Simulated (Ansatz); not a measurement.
## Na3TeF (model cell, started as antiperovskite): relaxing the cell for a phonon run: relaxation

Ansatz 0.2.0; DFT PBEsol, scalar-relativistic, plane waves, PAW; PAW set soft_1.

The structure was built from a prototype and need not be the compound's stable phase.

Symmetry: Pm-3m, No. 221, cubic system. The conventional cell has a = 4.794 Å, b = 4.794 Å, c = 4.794 Å, α = 90.00°, β = 90.00°, γ = 90.00°. Nearest to Te lie 12 Na at 3.39 Å. Nearest to F lie 6 Na at 2.40 Å. Na has 2 F at 2.40 Å and 4 Te at 3.39 Å and 8 Na at 3.39 Å nearest. Farther neighbours and most contacts between anions are not listed.

The steps of the relaxation:

```
step  energy less that of the first step (eV)  largest force component (eV/Å)  pressure (GPa)  volume (Å³)
   1                                   0.0000                          0.0000           -2.12       110.18
   2                                  -0.0528                          0.0000           -0.91       104.95
   3                                  -0.0636                          0.0000            0.13       101.36
   4                                  -0.0635                          0.0000           -0.01       101.81
  5*                                  -0.0609                          0.0000           -0.06       101.81
   6                                  -0.0610                          0.0000            0.00       101.62
  7*                                  -0.0610                          0.0000            0.00       101.62
```

Relaxation steps marked * repeat the geometry before them on a plane-wave basis chosen anew for their cell, so energy and pressure can jump there.

The run keeps the 48 symmetry operations that it works with, so distortions that break them were not tested.

| conventional cell, symmetrised | before | after | change |
| --- | --- | --- | --- |
| a (Å) | 4.794 | 4.667 | -2.7 % |
| b (Å) | 4.794 | 4.667 | -2.7 % |
| c (Å) | 4.794 | 4.667 | -2.7 % |
| volume (Å³/atom) | 22.04 | 20.32 | -7.8 % |

Final coordinates:

```xyz
5
Lattice="4.6665 0.0000 0.0000 0.0000 4.6665 0.0000 0.0000 0.0000 4.6665" Properties=species:S:1:pos:R:3 pbc="T T T"
Te    0.0000    0.0000    0.0000
F     2.3333    2.3333    2.3333
Na    2.3333    2.3333    0.0000
Na    2.3333    0.0000    2.3333
Na    0.0000    2.3333    2.3333
```

This step gave:

* pressure: -0.002163 GPa
* gap on the k-mesh: 2.189 eV
* volume per atom: 20.32 Å³
* direct gap on mesh: 2.453 eV

Electrostatic potential energy in the ac plane at fractional y = 0.500, with atoms of F and Na within 0.2 Å of it. With pseudopotentials it is smooth inside the atoms' cores, unlike the true potential.

Ten even steps from '0' (-80 eV) to '9' (9 eV), each cell a mean:
```
99999620489999
99999866799999
99999999999999
99999999999999
78999998999998
25899865799974
02799744589960
04899754699962
67999977899986
99999999999999
99999999999999
99999987899999
99999742589999
99999600279999
```
Columns run along a (4.7 Å; values clipped at the 3rd and 97th percentile), rows up along c (4.7 Å). Atoms in or near the plane, at fractional coordinates: F at (0.50, 0.50), Na at (0.50, 0.00), Na at (0.00, 0.50).

Valence density in the ac plane at fractional y = 0.500, with atoms of F and Na within 0.2 Å of it. It is the smooth field of the valence electrons, not physical close to the nuclei.

Ten steps, logarithmic in the rise over the least value, from '0' (0 e/Å³) to '9' (20 e/Å³), each cell a mean:
```
00001489720000
00000245310000
00000011000000
00000011100000
32000234310012
86201467531037
98302588741159
97202478631148
53101245420024
10000122100001
00000000000000
00000123200000
00000378620000
00001599830000
```
Columns run along a (4.7 Å), rows up along c (4.7 Å). Atoms in or near the plane, at fractional coordinates: F at (0.50, 0.50), Na at (0.50, 0.00), Na at (0.00, 0.50).

ELF in the ac plane at fractional y = 0.500, with atoms of F and Na within 0.2 Å of it. It is the smooth field of the valence electrons, not physical close to the nuclei.

Ten even steps from '_' (0.01) to '@' (0.79), each cell a mean:
```
....____..****++**==______..
__________--++**++..________
______________..____________
__________::----::..________
++--____--##@@@@%%**..__..==
****::__++@@@@@@@@%%::__++**
--**==__**@@%%**@@@@--..**++
++**--__**@@@@%%@@@@--__++**
**++..__==%%@@@@@@##::__--**
..______..==****++--______..
____________________________
__________..--==::__________
..________++******--______..
....____..**++--**++______..
```
Columns run along a (4.7 Å), rows up along c (4.7 Å). Atoms in or near the plane, at fractional coordinates: F at (0.50, 0.50), Na at (0.50, 0.00), Na at (0.00, 0.50).

**Question.** Which input gives these results?

The system, level and task follow from the heading and the kind of results. Meshes, cutoffs and thresholds can't be read from the results; these are the ones that the run used.

input.yaml reads:

```yaml
crystal:
  lattice:
    - [4.794, 0.0, 0.0]
    - [0.0, 4.794, 0.0]
    - [0.0, 0.0, 4.794]
  atoms:
    - { symbol: Te, position: [0.0, 0.0, 0.0] }
    - { symbol: F, position: [0.5, 0.5, 0.5] }
    - { symbol: Na, position: [0.5, 0.5, 0.0] }
    - { symbol: Na, position: [0.5, 0.0, 0.5] }
    - { symbol: Na, position: [0.0, 0.5, 0.5] }
kpoints:
  mp_grid: { grid: [6, 6, 6] }
hamiltonian:
  xc: pbesol
  pseudopotentials: { kind: paw, azcp: { folder: soft_1 }, xc_functional: pbe }
scf:
  occupations: { method: gaussian, width: 0.02 }
output:
  forces: true
  stress: true
  eigenvalues: true
  write_density: true
  write_potential: true
  elf: true
  volumetric_format: npy
relax:
  adjacent_minimum: "off"
  f_tol: 0.005
  max_steps: 80
  cell: { stress_tol: 0.05 }
```

The run is started by

```
> ansatz run input.yaml --threads 4 --pin off --max-ram 16384MiB --backend cpu --events-out ev --progress --plain --runs-dir out
```

[Logs are printed without paths, hosts, clocks, repeated set-up lines and the standing remarks that a program may print on its own settings, such as how far it seeks lower states.]

[Hosts, paths, dates, database ids (printed as entryN), source tags and the programs' standing remarks are cut or masked in the printed files.]
